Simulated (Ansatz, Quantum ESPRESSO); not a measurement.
# C(111), F on both faces: the gap along the path at a withheld member of a series

Method. Quantum ESPRESSO 7.5, PBE, GBRV ultrasoft. All atoms relax in a periodic cell with 16 Å of vacuum in the starting cell; runs with a sawtooth field of 0 and 0.1 V/Å and a dipole correction follow on the relaxed atoms, and bands along a path. Fermi-Dirac smearing of 0.002 Ry. The slabs take the lattice constants of the bulk relaxed by the same program. The series steps the number of bilayers.

| number of bilayers | gap along the path (eV) |
| --- | --- |
| 2 bilayers | 3.932 |
| 3 bilayers | 4.315 |
| 4 bilayers | 4.525 |
| 5 bilayers | 4.433 |
| 6 bilayers | 4.363 |
| 7 bilayers | 4.314 |
| 8 bilayers | 4.276 |

To predict: What is the gap along the path at 10 bilayers?

**Fit.** The rows at 7 bilayers and 8 bilayers give a slope of (4.276 − (4.314))/(8 − (7)) = −0.038, so a straight line gives 4.200 eV. A parabola through these and the row at 6 bilayers gives 4.233 eV.

**Check.** 4.224 eV. The line misses by −0.024 and the parabola by +0.009 eV. The parabola does better.

Caveats: Semilocal gaps are too small; no spin-orbit coupling; every broken bond is capped, which crowds large atoms; the ions are held in the field.
